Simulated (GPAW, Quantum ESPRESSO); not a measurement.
# O K-edge XANES of Na2MoO4 (Fd-3m), part 2 of 2

Aim: the O K edge of Na2MoO4 (Fd-3m) by two routes, a Lanczos recursion (XSpectra) and a sum over empty bands (GPAW), to see which features are robust.

Quantum ESPRESSO 7.5 and GPAW 26.7.0; core-hole supercells, plane-wave PAW LDA.

So far. Step 11 (Excitation energy, O atom 7 (Quantum ESPRESSO)): The total-energy difference is 535.18 eV. With the free-atom term of -8.83 eV for this edge, the photon energy is 526.35 eV. Step 12 (The field without a hole (GPAW)): The mesh shows a gap of 4.38 eV, so the hole is first treated in a charged cell, without the excited electron.

## 14. Spectrum with FCH, O atom 7 (GPAW)

The holes are 6.4 Å apart. The excited electron is left out and a uniform background balances the charge. After the field has converged, empty bands are computed with the density fixed and the dipole matrix elements are summed.

File xas.py:

```python
import numpy as np
from ase import Atoms
from ase.parallel import parprint, paropen
from gpaw import GPAW, PW, FermiDirac, Mixer, MixerDif, setup_paths
from gpaw.test import gen
setup_paths.insert(0, '.')
gen('O', name='fch1s', xcname='LDA', corehole=(1, 0, 1), write_xml=True)
from gpaw.mpi import world
world.barrier()

atoms = Atoms('Mo2Na4O8',
    cell=[[0, 4.55443967, 4.55443967],
     [4.55443967, 0, 4.55443967],
     [4.55443967, 4.55443967, 0]],
    scaled_positions=[[0.75, 0.75, 0.75],
     [0.5, 0.5, 0.5],
     [0.125, 0.625, 0.125],
     [0.125, 0.125, 0.625],
     [0.625, 0.125, 0.125],
     [0.125, 0.125, 0.125],
     [0.86229, 0.86229, 0.41313],
     [0.38771, 0.83687, 0.38771],
     [0.86229, 0.86229, 0.86229],
     [0.83687, 0.38771, 0.38771],
     [0.86229, 0.41313, 0.86229],
     [0.38771, 0.38771, 0.83687],
     [0.41313, 0.86229, 0.86229],
     [0.38771, 0.38771, 0.38771]],
    pbc=True)
atoms.calc = calc = GPAW(legacy_gpaw=True, mode=PW(500, force_complex_dtype=True), xc='LDA', setups={6: 'fch1s'},
    kpts={'size': (4, 4, 4), 'gamma': True}, occupations=FermiDirac(0.02),
    charge=0, mixer=Mixer(0.1, 5, 50), maxiter=150,
    convergence={'density': 0.0001, 'eigenstates': 1e-6}, txt='scf.txt')
energy = atoms.get_potential_energy() + calc.get_reference_energy()
ef = calc.get_fermi_level()
out = dict(energy=energy, fermi=ef, forces=atoms.get_forces().tolist())
parprint(f'all-electron energy {energy:.4f} eV, Fermi level {ef:.4f} eV')
ev = np.array([[calc.get_eigenvalues(k, s) for k in range(len(calc.get_ibz_k_points()))] for s in range(calc.get_number_of_spins())])
out['homo'], out['lumo'], out['counts'] = ev[ev < ef].max(), ev[ev > ef].min(), sorted(set((ev < ef).sum((0, 2)).tolist()))
out['filled'] = (ev[:, 0] < ef).sum(1).tolist()

from ase.units import Ha
from gpaw.xas import dipole_matrix_elements
nb = int(calc.get_number_of_electrons() / 2) + 125
top, nb = nb, nb + 8 + nb // 12
nscf = calc.fixed_density(kpts={'size': (4, 4, 4), 'gamma': True}, nbands=nb,
    convergence={'bands': top, 'eigenstates': 1e-5}, maxiter=60, txt='nscf.txt')
cell = atoms.cell.array
ops = [cell.T @ U.T @ np.linalg.inv(cell.T) for U in nscf.wfs.kd.symmetry.op_scc]
filled = [52]  # bands filled in the ground state, by spin
E = np.arange(-6, 34, 0.1)
fwhm = np.interp(E, [4, 25], [0.9, 3.5])
Y, X, zero, highest = 0, 0, 1e9, 1e9
for spin in range(nscf.get_number_of_spins()):
    wfs = nscf.wfs
    A = dipole_matrix_elements(wfs.setups[6])
    eps = np.zeros((wfs.kd.nibzkpts, nb))
    d = np.zeros((3, A.shape[1], wfs.kd.nibzkpts, nb), complex)
    for kpt in wfs.kpt_u:
        if kpt.s == spin and 6 in kpt.P_ani:
            eps[kpt.k] = kpt.eps_n * Ha
            d[:, :, kpt.k] = (kpt.weight * wfs.nspins / 2) ** 0.5 * np.inner(A, kpt.P_ani[6])
    world.sum(eps)
    world.sum(d)
    T = np.einsum('amkn,bmkn->abkn', d, d.conj()).real
    T = sum(np.einsum('ai,ijkn,bj->abkn', R, T, R) for R in ops) / len(ops)
    empty = np.ones_like(eps, bool) & (np.arange(nb) >= filled[spin])
    zero, highest = min(zero, eps[empty].min()), min(highest, eps[:, top - 1].min())
    lines = [(eps, T, empty)] if spin == 0 else lines + [(eps, T, empty)]
for eps, T, empty in lines:
    f = np.einsum('aakn->akn', T).reshape(3, -1)
    x = eps.ravel() - zero
    w = np.interp(x, E, fwhm) / 2.35482
    g = np.exp(-0.5 * ((E[:, None] - x) / w) ** 2) / (w * (2 * np.pi) ** 0.5)
    Y = Y + (f * empty.ravel()) @ g.T
    X = X + (f * ~empty.ravel()) @ g.T
out.update(E=E.round(2).tolist(), xas=Y.tolist(), xes=X.tolist(), zero=zero, valid=highest - zero, nk=len(eps), nb=nb)
for i in range(0, len(E), 10):
    parprint(f'{E[i]:7.2f}', *(f'{v:10.3e}' for v in Y[:, i]))
import json
with paropen('out.json', 'w') as f:
    json.dump(out, f)
```

The run is started by

```
$ OMP_NUM_THREADS=1 mpirun -n 4 gpaw python xas.py
```

Run time: 2.2 min. Hardware: 4 MPI ranks of Arm Neoverse V2, shared host; peak memory 0.45 GiB; 8.7 min of CPU time.

The O K spectrum, O atom 7, full core hole (charged cell) (energy from the lowest empty level; intensity scaled to a mean of 1 over the first 20 eV):

| E (eV) | intensity |
| --- | --- |
| -2.00 | 0.00 |
| -1.25 | 0.01 |
| -0.50 | 0.86 |
| 0.25 | 2.56 |
| 1.00 | 1.21 |
| 1.75 | 2.88 |
| 2.50 | 0.70 |
| 3.25 | 0.35 |
| 4.00 | 0.35 |
| 4.75 | 0.73 |
| 5.50 | 0.89 |
| 6.25 | 0.88 |
| 7.00 | 1.07 |
| 7.75 | 1.57 |
| 8.50 | 1.73 |
| 9.25 | 1.39 |
| 10.00 | 1.01 |
| 10.75 | 0.70 |
| 11.50 | 0.46 |
| 12.25 | 0.42 |
| 13.00 | 0.56 |
| 13.75 | 0.82 |
| 14.50 | 1.08 |
| 15.25 | 1.18 |
| 16.00 | 1.09 |
| 16.75 | 0.92 |
| 17.50 | 0.80 |
| 18.25 | 0.73 |
| 19.00 | 0.69 |
| 19.75 | 0.66 |
| 20.50 | 0.65 |
| 21.25 | 0.69 |
| 22.00 | 0.77 |
| 22.75 | 0.88 |
| 23.50 | 0.99 |
| 24.25 | 1.08 |
| 25.00 | 1.13 |
| 25.75 | 1.10 |
| 26.50 | 1.01 |
| 27.25 | 0.89 |
| 28.00 | 0.80 |
| 28.75 | 0.75 |
| 29.50 | 0.73 |
| 30.25 | 0.71 |
| 31.00 | 0.70 |
| 31.75 | 0.68 |

Main maxima below 24 eV (height): 0.1 eV (2.79), 1.7 eV (2.94), 8.3 eV (1.75) and 15.2 eV (1.18). 

The hole costs E(hole) − E(ground) = 530.32 eV, and the lowest empty level of the hole cell on the spectrum's mesh lies at 4.34 eV, which puts the zero at 534.66 eV. With the free-atom term of -8.83 eV for this edge, the photon energy is 525.83 eV.

## 15. Excitation energy, O atom 7 (GPAW)

Changed against the first core-hole run: core hole to XCH, with the smearing that suits a partly filled band.

File scf.py:

```python
import numpy as np
from ase import Atoms
from ase.parallel import parprint, paropen
from gpaw import GPAW, PW, FermiDirac, Mixer, MixerDif, setup_paths
from gpaw.test import gen
setup_paths.insert(0, '.')
gen('O', name='fch1s', xcname='LDA', corehole=(1, 0, 1), write_xml=True)
from gpaw.mpi import world
world.barrier()

atoms = Atoms('Mo2Na4O8',
    cell=[[0, 4.55443967, 4.55443967],
     [4.55443967, 0, 4.55443967],
     [4.55443967, 4.55443967, 0]],
    scaled_positions=[[0.75, 0.75, 0.75],
     [0.5, 0.5, 0.5],
     [0.125, 0.625, 0.125],
     [0.125, 0.125, 0.625],
     [0.625, 0.125, 0.125],
     [0.125, 0.125, 0.125],
     [0.86229, 0.86229, 0.41313],
     [0.38771, 0.83687, 0.38771],
     [0.86229, 0.86229, 0.86229],
     [0.83687, 0.38771, 0.38771],
     [0.86229, 0.41313, 0.86229],
     [0.38771, 0.38771, 0.83687],
     [0.41313, 0.86229, 0.86229],
     [0.38771, 0.38771, 0.38771]],
    pbc=True)
atoms.calc = calc = GPAW(legacy_gpaw=True, mode=PW(500, force_complex_dtype=True), xc='LDA', setups={6: 'fch1s'},
    kpts={'size': (4, 4, 4), 'gamma': True}, occupations=FermiDirac(0.04),
    charge=-1, mixer=Mixer(0.1, 5, 50), maxiter=150,
    convergence={'density': 0.0001, 'eigenstates': 1e-6}, txt='scf.txt')
energy = atoms.get_potential_energy() + calc.get_reference_energy()
ef = calc.get_fermi_level()
out = dict(energy=energy, fermi=ef, forces=atoms.get_forces().tolist())
parprint(f'all-electron energy {energy:.4f} eV, Fermi level {ef:.4f} eV')
ev = np.array([[calc.get_eigenvalues(k, s) for k in range(len(calc.get_ibz_k_points()))] for s in range(calc.get_number_of_spins())])
out['homo'], out['lumo'], out['counts'] = ev[ev < ef].max(), ev[ev > ef].min(), sorted(set((ev < ef).sum((0, 2)).tolist()))
out['filled'] = (ev[:, 0] < ef).sum(1).tolist()
import json
with paropen('out.json', 'w') as f:
    json.dump(out, f)
```

The run is started by

```
$ OMP_NUM_THREADS=1 mpirun -n 4 gpaw python scf.py
```

Wall time 49 s (4 MPI ranks); peak memory 0.31 GiB; 3.3 min of CPU time.

The total-energy difference is 535.33 eV. With the free-atom term of -8.83 eV for this edge, the photon energy is 526.50 eV.

## 16. The two programs side by side

The line shapes differ (Lorentzian half width 0.4 eV up to 4 eV, rising linearly to 1.75 eV at 25 eV (not a setting of the program: the run's 0.4 eV curve was folded afterwards with a further Lorentzian above 4 eV), against Gaussian full width 0.9 eV up to 4 eV, rising linearly to 3.5 eV at 25 eV), so both get a further Gaussian of 1.5 eV full width before they are compared; the Lorentzian tails remain.

| E (eV) | XSpectra | GPAW |
| --- | --- | --- |
| -2.00 | 0.20 | 0.03 |
| -1.25 | 0.46 | 0.29 |
| -0.50 | 1.09 | 1.09 |
| 0.25 | 1.63 | 1.74 |
| 1.00 | 1.78 | 1.90 |
| 1.75 | 1.72 | 1.88 |
| 2.50 | 1.17 | 1.14 |
| 3.25 | 0.74 | 0.53 |
| 4.00 | 0.69 | 0.47 |
| 4.75 | 0.81 | 0.67 |
| 5.50 | 0.93 | 0.84 |
| 6.25 | 1.02 | 0.94 |
| 7.00 | 1.17 | 1.16 |
| 7.75 | 1.35 | 1.46 |
| 8.50 | 1.38 | 1.57 |
| 9.25 | 1.23 | 1.37 |
| 10.00 | 1.00 | 1.03 |
| 10.75 | 0.80 | 0.73 |
| 11.50 | 0.67 | 0.52 |
| 12.25 | 0.64 | 0.48 |
| 13.00 | 0.70 | 0.60 |
| 13.75 | 0.81 | 0.82 |
| 14.50 | 0.91 | 1.03 |
| 15.25 | 0.95 | 1.12 |
| 16.00 | 0.91 | 1.06 |
| 16.75 | 0.83 | 0.93 |
| 17.50 | 0.77 | 0.82 |
| 18.25 | 0.73 | 0.74 |
| 19.00 | 0.70 | 0.69 |
| 19.75 | 0.68 | 0.67 |
| 20.50 | 0.68 | 0.66 |
| 21.25 | 0.70 | 0.70 |
| 22.00 | 0.73 | 0.78 |
| 22.75 | 0.77 | 0.88 |
| 23.50 | 0.81 | 0.98 |
| 24.25 | 0.84 | 1.06 |
| 25.00 | 0.84 | 1.10 |
| 25.75 | 0.81 | 1.08 |
| 26.50 | 0.76 | 1.00 |
| 27.25 | 0.70 | 0.90 |
| 28.00 | 0.66 | 0.81 |
| 28.75 | 0.64 | 0.76 |
| 29.50 | 0.62 | 0.73 |
| 30.25 | 0.61 | 0.71 |
| 31.00 | 0.59 | 0.70 |
| 31.75 | 0.58 | 0.69 |

|  | XSpectra | GPAW |
| --- | --- | --- |
| k mesh of the spectrum | 4×4×4 | 4×4×4 |
| cutoff (eV) | 844 | 500 |
| highest intensity below 16 eV after the common broadening, eV (height) | 1.4 (1.81) | 1.4 (1.96) |
| zero, corrected photon energy (eV) | 525.7 | 525.8 |
| core time, hole field and spectrum | 16 min | 8.7 min |

## 17. With and without the hole

XSpectra's curves. Both curves are counted from their own zero, so only the shift of weight within the empty states shows.

| E (eV) | no hole | FCH |
| --- | --- | --- |
| -2.0 | 0.13 | 0.13 |
| -1.0 | 0.32 | 0.36 |
| 0.0 | 1.89 | 2.34 |
| 1.0 | 1.48 | 1.40 |
| 2.0 | 1.88 | 1.83 |
| 3.0 | 0.96 | 0.60 |
| 4.0 | 0.78 | 0.51 |
| 5.0 | 0.82 | 0.89 |
| 6.0 | 0.85 | 0.89 |
| 7.0 | 1.38 | 1.02 |
| 8.0 | 1.64 | 1.63 |
| 9.0 | 1.14 | 1.45 |
| 10.0 | 0.91 | 1.03 |
| 11.0 | 0.53 | 0.63 |
| 12.0 | 0.48 | 0.49 |
| 13.0 | 0.77 | 0.54 |
| 14.0 | 0.94 | 0.93 |
| 15.0 | 1.01 | 1.17 |
| 16.0 | 0.71 | 1.04 |
| 17.0 | 0.72 | 0.77 |
| 18.0 | 0.74 | 0.70 |
| 19.0 | 0.59 | 0.71 |
| 20.0 | 0.51 | 0.61 |
| 21.0 | 0.62 | 0.60 |
| 22.0 | 0.58 | 0.79 |
| 23.0 | 0.71 | 0.83 |
| 24.0 | 0.89 | 1.10 |
| 25.0 | 1.04 | 1.15 |
| 26.0 | 0.73 | 0.97 |
| 27.0 | 0.62 | 0.63 |
| 28.0 | 0.60 | 0.63 |
| 29.0 | 0.64 | 0.68 |
| 30.0 | 0.49 | 0.64 |
| 31.0 | 0.50 | 0.56 |
| 32.0 | 0.53 | 0.56 |

With each curve scaled to its own mean, the area from −2 to 6 eV with the hole is 8.2 against 8.8, and the centre of weight from −1 to 20 eV moves by +0.4 eV (first and strongest maxima below 20 eV: 0.3 eV (2.38), 1.7 eV (2.19) and 7.9 eV (1.67) without the hole, 0.2 eV (2.44), 1.6 eV (2.44) and 8.6 eV (1.69) with it); the shape changes all the same, by 21 % r.m.s. The hole also narrows the gap from 4.4 to 3.2 eV by pulling down the level that sets the zero, so features seem to sit higher above it.

## 18. Results

```yaml
absorber_and_edge: O K, atom 7 of the ground-state input (counted from 1)
surroundings: 1 Mo at 1.77 Å (terminal, site symmetry 3m)
highest_intensity_below_16_ev_xspectra_narrow_line: 1.6 eV above the zero, height 2.44
photon_energy_of_the_zero_with_the_added_terms: 525.7 eV (raw 534.5 eV; LDA puts this hole about 4 eV below PBE, itself good to a few eV)
```

What this shows: The two programs agree on the overall shape: 12 % r.m.s. remains over the first 14 eV after a relative shift of 0.0 eV, and their photon-energy zeros differ by 0.1 eV. What differs may come from the PAW partial waves, meshes, cutoffs and line shapes. In XSpectra the O K edge of atom 7, with 1 Mo at 1.77 Å (terminal, site symmetry 3m), has its highest intensity of the first 16 eV at 1.6 eV above the zero, near 527 eV in photon energy (LDA puts this hole about 4 eV below PBE, itself good to a few eV), 2.4 times the mean level of the first 20 eV (Lorentzian half width 0.4 eV). In XSpectra: With each curve scaled to its own mean, the area from −2 to 6 eV with the hole is 8.2 against 8.8, and the centre of weight from −1 to 20 eV moves by +0.4 eV (first and strongest maxima below 20 eV: 0.3 eV (2.38), 1.7 eV (2.19) and 7.9 eV (1.67) without the hole, 0.2 eV (2.44), 1.6 eV (2.44) and 8.6 eV (1.69) with it); the shape changes all the same, by 21 % r.m.s. The hole also narrows the gap from 4.4 to 3.2 eV by pulling down the level that sets the zero, so features seem to sit higher above it. In XSpectra the neutral-cell energy lies +0.7 eV from the charged-cell zero, a gap made of the charged-cell error and of where the added electron settles. In GPAW the neutral-cell energy lies +0.7 eV from the charged-cell zero, a gap made of the charged-cell error and of where the added electron settles. The holes are only 6.4 Å apart, so the shape is probably not converged with cell size; no larger cell was run here. The structure is a published determination, not relaxed.

[Logs are printed without paths, hosts, clocks, repeated set-up lines and the standing remarks that a program may print on its own settings, such as how far it seeks lower states.]

[Hosts, paths, dates, database ids (printed as entryN), source tags and the programs' standing remarks are cut or masked in the printed files.]

[Lists of maxima count a maximum above −3 eV only where it reaches 4 % of the highest in the window and stands out from its surroundings by 2 % of it (1.5 % where it reaches 55 %); shoulders and weaker maxima are passed over, and of the rest the first, up to two pre-edge ones and the few strongest are named.]
